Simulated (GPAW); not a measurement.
# Os: optical spectrum from first principles

Aim: the dielectric function of Os, and the optical constants that follow from it.

Method: DFT, PBE, plane-wave PAW (GPAW data sets), scalar-relativistic, RPA, optical limit, in GPAW 26.7.0.

## 1. The starting structure

Symmetry: P6_3/mmc, No. 194, hexagonal system. Conventional cell: a = 2.734 Å, b = 2.734 Å, c = 4.320 Å, α = 90.00°, β = 90.00°, γ = 120.00°. Nearest to Os lie 12 Os at 2.68 to 2.73 Å.

As a file:

```
Os
1.0
     2.73410    0.00000    0.00000
    -1.36705    2.36780    0.00000
     0.00000    0.00000    4.31970
Os
2
Direct
  0.66667 0.33333 0.75000
  0.33333 0.66667 0.25000
```

## 2. Bands for the response

At the fixed density, many empty bands are solved on the mesh of the response, since the spectrum sums over them.

This step: DFT, PBE, plane-wave PAW (GPAW data sets), scalar-relativistic, bands at fixed density (GPAW 26.7.0).

Input file nscf.py:

```python
from ase.dft.bandgap import bandgap
from gpaw import GPAW, FermiDirac

calc = GPAW('gs.gpw').fixed_density(kpts={'size': (18, 18, 10), 'gamma': True}, nbands=36, convergence={'bands': 30},
                                    occupations=FermiDirac(0.05), txt='nscf.txt')
print('gap (eV)', bandgap(calc, output=None)[0])
print('direct gap (eV)', bandgap(calc, direct=True, output=None)[0])
print('top band over the Fermi level (eV)', min(calc.get_eigenvalues(kpt=k)[29] for k in range(len(calc.get_ibz_k_points()))) - calc.get_fermi_level())
calc.write('full.gpw', mode='all')
```

Launch:

```
$ OMP_NUM_THREADS=1 python nscf.py
```

Numbers of over 12 decimals in the logs are rounded to 6 here.

Output:

```text
Diagonalizing LCAO Hamiltonian
Converting LCAO to pw mode
convergence criteria:
- Maximum integral of absolute [eigenst]ate change: 4e-08 eV^2 / valence electron
maximum number of iterations: 150

SCF iterations
|iter     |      energy | eigst |  dens |
|iter:   1||             | +2.73 |       |
|iter:   2||             | +0.72 |       |
|iter:   3||             | -0.69 |       |
|iter:   4||             | -2.01 |       |
|iter:   5||             | -3.24 |       |
|iter:   6||             | -4.70 |       |
|iter:   7||             | -5.81 |       |
|iter:   8||             | -6.59 |       |
|iter:   9||             | -7.21 |       |
|iter:  10||             | -7.59c|       |
SCF steps: 10
  __  _  _
 | _ |_)|_||  |
 |__||  | ||/\| - 26.7.0

Versions:
  Python: 3.12.14
  ASE:    3.29.0
  Numpy:  2.5.5
  Scipy:  1.18.1
  Libxc:  7.0.0

Input parameters:
  mode=PW(ecut=500.0),
  convergence={'bands': 30},
  gpts=array([15, 15, 24]),
  kpts=MonkhorstPack(size=(18, 18, 10), gamma=True),
  maxiter=150,
  nbands=36,
  occupations=Occupations(name='fermi-dirac', width=0.05, fixmagmom=False),
  parallel={},
  xc=XC(name='PBE')

--- standard output ---
gap (eV) 0.0
direct gap (eV) 0.0
top band over the Fermi level (eV) 27.174132
```

It took 2.2 min on 1 thread of Intel Xeon at 2.70GHz, shared host; peak memory 0.32 GiB.

## 3. Dielectric function, RPA

Transitions between filled and empty bands, summed over the zone, give the optical response, so mesh, band count and broadening shape it.

The induced potential is part of this response.

This step: DFT, PBE, plane-wave PAW (GPAW data sets), scalar-relativistic, RPA, optical limit (GPAW 26.7.0).

Input file df.py:

```python
from gpaw.response.df import DielectricFunction

df = DielectricFunction('full.gpw', frequencies={'type': 'nonlinear', 'domega0': 0.03, 'omega2': 8},
                        ecut=50,
                        eta=0.15,
                        nbands=30,
                        rate=0.05,
                        txt='df.txt')
for direction in ['x', 'z']:
    df.get_dielectric_function(xc='RPA', direction=direction, filename=f'df_{direction}.csv')
```

Launch:

```
$ OMP_NUM_THREADS=1 python df.py
```

Output:

```text
Using integrator: PointIntegrator
NonLinearFrequencyDescriptor(from 0.000 to 78.754 eV, 518 points)
Nonperiodic BCs:  [False False False]
Using integrator: PointIntegrator
NonLinearFrequencyDescriptor(from 0.000 to 78.754 eV, 518 points)
Nonperiodic BCs:  [False False False]
Using integrator: PointIntegrator

Calculating chi0 body with:
    Ground state adapter containing:
    Number of spins: 1
    Number of kpoints: 3240
    Number of irreducible kpoints: 330
    Number of completely occupied states: 12
    Number of partially occupied states: 16

    Linear response parametrization:
    q_c: [0.0, 0.0, 0.0]
    Number of frequency points: 518
    Planewave cutoff: 50.0
    Number of bands: 30
    Number of planewaves: 23
    Broadening (eta): 0.15

Integrating chi0 body.

Symmetries of q_c:
    Direct symmetries (Uq -> q): 12
    Indirect symmetries (TUq -> q): 0
In total 12 allowed symmetries.

330 groups of equivalent kpoints. 89.814815% reduction.

Integral kind: spectral function

Calculating chi0 optical extensions with:
    Ground state adapter containing:
    Number of spins: 1
    Number of kpoints: 3240
    Number of irreducible kpoints: 330
    Number of completely occupied states: 12
    Number of partially occupied states: 16

    Linear response parametrization:
    Number of frequency points: 518
    Planewave cutoff: 50.0
    Number of bands: 30
    Number of planewaves: 23
    Broadening (eta): 0.15
Integrating chi0 head and wings.

Symmetries of q_c:
    Direct symmetries (Uq -> q): 12
    Indirect symmetries (TUq -> q): 0
In total 12 allowed symmetries.

330 groups of equivalent kpoints. 89.814815% reduction.

Integral kind: spectral function wings

Calculating drude chi0 with:
    Number of frequency points:518
    Plasma frequency decay rate: 0.05 eV

    Ground state adapter containing:
    Number of spins: 1
    Number of kpoints: 3240
    Number of irreducible kpoints: 330
    Number of completely occupied states: 12
    Number of partially occupied states: 16

Symmetries of q_c:
    Direct symmetries (Uq -> q): 12
    Indirect symmetries (TUq -> q): 0
In total 12 allowed symmetries.

330 groups of equivalent kpoints. 89.814815% reduction.

Integral kind: intraband
Plasma frequency:
[[5.59-0.j 0.  +0.j 0.  +0.j]
 [0.  +0.j 5.59-0.j 0.  -0.j]
 [0.  +0.j 0.  -0.j 7.63-0.j]]
```

The job ended after 66 s (1 thread; peak memory 0.22 GiB).

Some rows of df_x.csv (energy; Re and Im without local fields; Re and Im with them):

```text
0.000000, 12530.435841, -0.000000, 12530.349433, -0.000000
0.460735, -112.577737, 40.143691, -112.617702, 40.110131
0.943989, -9.072232, 13.416307, -9.081111, 13.404592
1.451455, 8.968915, 8.216393, 8.950105, 8.213827
1.984998, 22.994081, 11.951105, 22.972294, 11.965514
2.546682, 26.783653, 30.780207, 26.896975, 30.806232
3.138794, 2.871916, 34.438210, 2.820999, 34.730696
3.763875, -1.759029, 25.875181, -2.015517, 25.899140
4.424758, -10.156646, 19.728443, -10.159743, 19.520918
5.124608, -9.065352, 11.812757, -8.941704, 11.734109
5.866977, -5.516075, 8.030290, -5.392379, 8.092868
6.655862, -4.852949, 5.778761, -4.934615, 5.845449
7.495775, -3.119087, 3.396542, -3.179588, 3.428421
8.391833, -1.340150, 3.150554, -1.395995, 3.173524
9.349861, -0.282061, 3.399435, -0.321128, 3.440243
10.376517, -0.269097, 4.094956, -0.313956, 4.180720
11.479449, -1.398433, 2.982869, -1.531198, 3.077548
12.667487, -0.665334, 2.205209, -0.899945, 2.267442
13.950874, -0.273260, 2.112220, -0.467373, 2.136652
```

The Im ε has structure finer than the step of the table below, so its rows give means over 0.5 eV, whole bins alone (the curve runs from 0.305 to 14.0 eV). Peaks (eV: height): E ∥ x 2.78: 39.3; E ∥ z 1.31: 47.1, 2.74: 33.5.

Sum at mesh points, not converged in k. The Im ε by photon energy; means over each step:

| photon energy (eV) | E ∥ x | E ∥ z |
| --- | --- | --- |
| 1.0 | 12.5 | 32.8 |
| 1.5 | 8.32 | 32.0 |
| 2.0 | 12.4 | 14.4 |
| 2.5 | 29.3 | 28.6 |
| 3.0 | 36.4 | 27.6 |
| 3.5 | 27.9 | 17.7 |
| 4.0 | 25.3 | 16.8 |
| 4.5 | 18.6 | 16.4 |
| 5.0 | 12.7 | 15.8 |
| 5.5 | 8.68 | 10.7 |
| 6.0 | 7.76 | 6.95 |
| 6.5 | 6.22 | 6.03 |
| 7.0 | 4.65 | 4.86 |
| 7.5 | 3.57 | 3.63 |
| 8.0 | 3.32 | 3.36 |
| 8.5 | 3.18 | 3.52 |
| 9.0 | 3.26 | 3.84 |
| 9.5 | 3.51 | 3.77 |
| 10.0 | 3.82 | 4.04 |
| 10.5 | 4.08 | 4.80 |
| 11.0 | 4.12 | 3.95 |
| 11.5 | 3.08 | 3.67 |
| 12.0 | 2.77 | 3.20 |
| 12.5 | 2.54 | 2.72 |
| 13.0 | 2.30 | 3.05 |
| 13.5 | 2.31 | 2.46 |

Values under 1 per cm are given as 1; sum at mesh points, not converged in k. Absorption coefficient against photon energy:

| photon energy (eV) | E ∥ x (1/cm) | E ∥ z (1/cm) |
| --- | --- | --- |
| 0.492 | 5.0e5 | 6.9e5 |
| 1.010 | 3.2e5 | 5.0e5 |
| 1.486 | 1.8e5 | 8.4e5 |
| 1.985 | 2.4e5 | 4.3e5 |
| 2.508 | 6.4e5 | 8.2e5 |
| 3.018 | 1.2e6 | 1.2e6 |
| 3.510 | 1.3e6 | 1.1e6 |
| 3.980 | 1.5e6 | 1.3e6 |
| 4.516 | 1.8e6 | 1.4e6 |
| 4.981 | 1.8e6 | 1.7e6 |
| 5.515 | 1.7e6 | 1.8e6 |
| 6.021 | 1.7e6 | 1.7e6 |
| 6.494 | 1.7e6 | 1.6e6 |
| 6.985 | 1.6e6 | 1.7e6 |
| 7.496 | 1.5e6 | 1.5e6 |
| 8.026 | 1.4e6 | 1.3e6 |
| 8.516 | 1.3e6 | 1.3e6 |
| 9.023 | 1.3e6 | 1.4e6 |
| 9.483 | 1.3e6 | 1.4e6 |
| 10.026 | 1.4e6 | 1.4e6 |
| 10.519 | 1.7e6 | 1.9e6 |
| 11.029 | 1.9e6 | 1.9e6 |
| 11.479 | 1.8e6 | 1.8e6 |
| 12.023 | 1.7e6 | 1.9e6 |
| 12.504 | 1.8e6 | 1.7e6 |
| 13.000 | 1.6e6 | 1.9e6 |
| 13.512 | 1.6e6 | 1.8e6 |

The reflectivity at normal incidence has structure finer than the step of the table below, so its rows give means over 0.5 eV, whole bins alone (the curve runs from 0.305 to 14.0 eV). Peaks (eV: height): E ∥ x 4.38: 65.1, 11.40: 38.9; E ∥ z 1.56: 74.4, 3.18: 62.4, 5.87: 64.5, 10.95: 38.4, 13.25: 35.8.

Sum at mesh points, not converged in k. Reflectivity at normal incidence against photon energy; means over each step:

```csv
photon energy (eV),E ∥ x (%),E ∥ z (%)
1.0,59.1,74.1
1.5,36.3,71.9
2.0,46.6,47.6
2.5,56.0,55.5
3.0,60.6,62.0
3.5,59.4,56.5
4.0,60.7,54.5
4.5,64.7,54.0
5.0,64.1,59.2
5.5,61.7,63.4
6.0,57.8,62.5
6.5,57.9,56.0
7.0,57.4,56.5
7.5,52.2,51.7
8.0,43.4,40.1
8.5,35.9,33.5
9.0,30.6,31.4
9.5,27.9,30.2
10.0,28.4,27.6
10.5,30.9,34.1
11.0,35.6,37.0
11.5,37.5,34.7
12.0,32.9,36.6
12.5,33.0,32.0
13.0,28.2,31.4
13.5,27.1,32.8
```

Sum at mesh points, not converged in k. Table of Im ε, E ∥ x by photon energy; read off at these points:

```
photon energy (eV)  without local fields  with local fields
              0.50                  34.0               33.9
              1.00                  12.8               12.8
              1.50                  7.77               7.76
              2.00                  12.1               12.1
              2.50                  29.0               29.0
              2.78                  39.2               39.3
              3.00                  36.3               36.6
              3.50                  27.4               27.5
              4.00                  25.5               25.4
              4.50                  18.3               18.1
              5.00                  13.0               12.8
              5.50                  8.41               8.42
              6.00                  7.82               7.97
              6.50                  6.16               6.25
              7.00                  4.42               4.46
              7.50                  3.39               3.42
              8.00                  3.29               3.32
              8.50                  3.16               3.18
              9.00                  3.21               3.25
              9.50                  3.47               3.52
             10.00                  3.75               3.81
             10.50                  4.05               4.15
             11.00                  4.26               4.37
             11.50                  2.93               3.02
             12.00                  2.69               2.77
             12.50                  2.46               2.56
             13.00                  2.31               2.33
             13.50                  2.32               2.33
```

The loss function −Im 1/ε at q → 0 has structure finer than the step of the table below, so its rows give means over 0.5 eV, whole bins alone (the curve runs from 0.305 to 14.0 eV). Peaks (eV: height): E ∥ x 1.18: 0.0896, 9.15: 0.301; E ∥ z 1.91: 0.0823, 8.58: 0.275, 12.75: 0.355.

Sum at mesh points, not converged in k. Loss function −Im 1/ε at q → 0 against energy loss; means over each step:

```csv
energy loss (eV),E ∥ x,E ∥ z
1.0,0.0598,0.0206
1.5,0.0492,0.0253
2.0,0.0174,0.0596
2.5,0.0180,0.0309
3.0,0.0263,0.0352
3.5,0.0358,0.0538
4.0,0.0382,0.0580
4.5,0.0423,0.0593
5.0,0.0525,0.0543
5.5,0.0702,0.0592
6.0,0.0850,0.0764
6.5,0.0957,0.104
7.0,0.114,0.115
7.5,0.161,0.162
8.0,0.220,0.237
8.5,0.272,0.263
9.0,0.294,0.253
9.5,0.283,0.261
10.0,0.261,0.248
10.5,0.242,0.202
11.0,0.224,0.228
11.5,0.271,0.250
12.0,0.322,0.268
12.5,0.347,0.332
13.0,0.408,0.305
13.5,0.414,0.355
```

Optical constants at common wavelengths, from n + ik = √ε:

| wavelength (nm) | n x | k x | R (%) x | 1/α x | n z | k z | R (%) z | 1/α z |
| --- | --- | --- | --- | --- | --- | --- | --- | --- |
| 1550 | 1.42 | 4.867 | 80.7 | 25 nm | 2.28 | 7.402 | 86.1 | 17 nm |
| 633 | 4.90 | 1.193 | 45.9 | 42 nm | 2.80 | 2.230 | 42.4 | 23 nm |
| 450 | 5.48 | 3.572 | 60.0 | 10 nm | 4.18 | 3.985 | 60.9 | 9.0 nm |
| 405 | 4.55 | 3.939 | 60.7 | 8.2 nm | 3.24 | 4.047 | 62.3 | 8.0 nm |
| 365 | 3.75 | 3.810 | 59.5 | 7.6 nm | 2.54 | 3.444 | 58.3 | 8.4 nm |
| 248 | 1.84 | 3.498 | 63.8 | 5.6 nm | 2.38 | 3.408 | 58.7 | 5.8 nm |
| 193 | 1.24 | 2.588 | 57.6 | 5.9 nm | 1.23 | 2.492 | 56.1 | 6.2 nm |

A polished face would reflect 50 % of daylight and look faintly blue (CIE x = 0.289, y = 0.310 under D65).

## 4. Summary of results

What this shows: At this level (PBE, RPA) Os is a metal. The mesh is too coarse to trust the carriers' weight, the reflectivity or the colour to better than tens of per cent. A polished face would reflect 50 % of daylight and look faintly blue (CIE x = 0.289, y = 0.310 under D65). The carriers' damping of 0.05 eV is typed, not computed; it shapes the response at the lowest energies. Spin-orbit coupling is left out although heavy atoms are present. In this version of GPAW the matrix elements of the optical limit are incomplete, which can lower ε − 1 by up to a tenth where first-row anions or d states rule, and shift it by more in d metals. GPAW's carrier term has the form −ωp²/(ω + i·rate)², which damps like twice the rate and fails at low energy, so the curves leave the lowest energies out. The sum runs over mesh points 0.15 Å⁻¹ apart with no interpolation, so peaks are partly noise of the mesh, and the Drude plasma energy, a sum over the Fermi surface, isn't converged.

[Machine, clock and banner lines and Python warnings are left out of the logs.]

[Logs are printed without paths, hosts, clocks, repeated set-up lines and the standing remarks that a program may print on its own settings, such as how far it seeks lower states.]

[Hosts, paths, dates, database ids (printed as entryN), source tags and the programs' standing remarks are cut or masked in the printed files.]
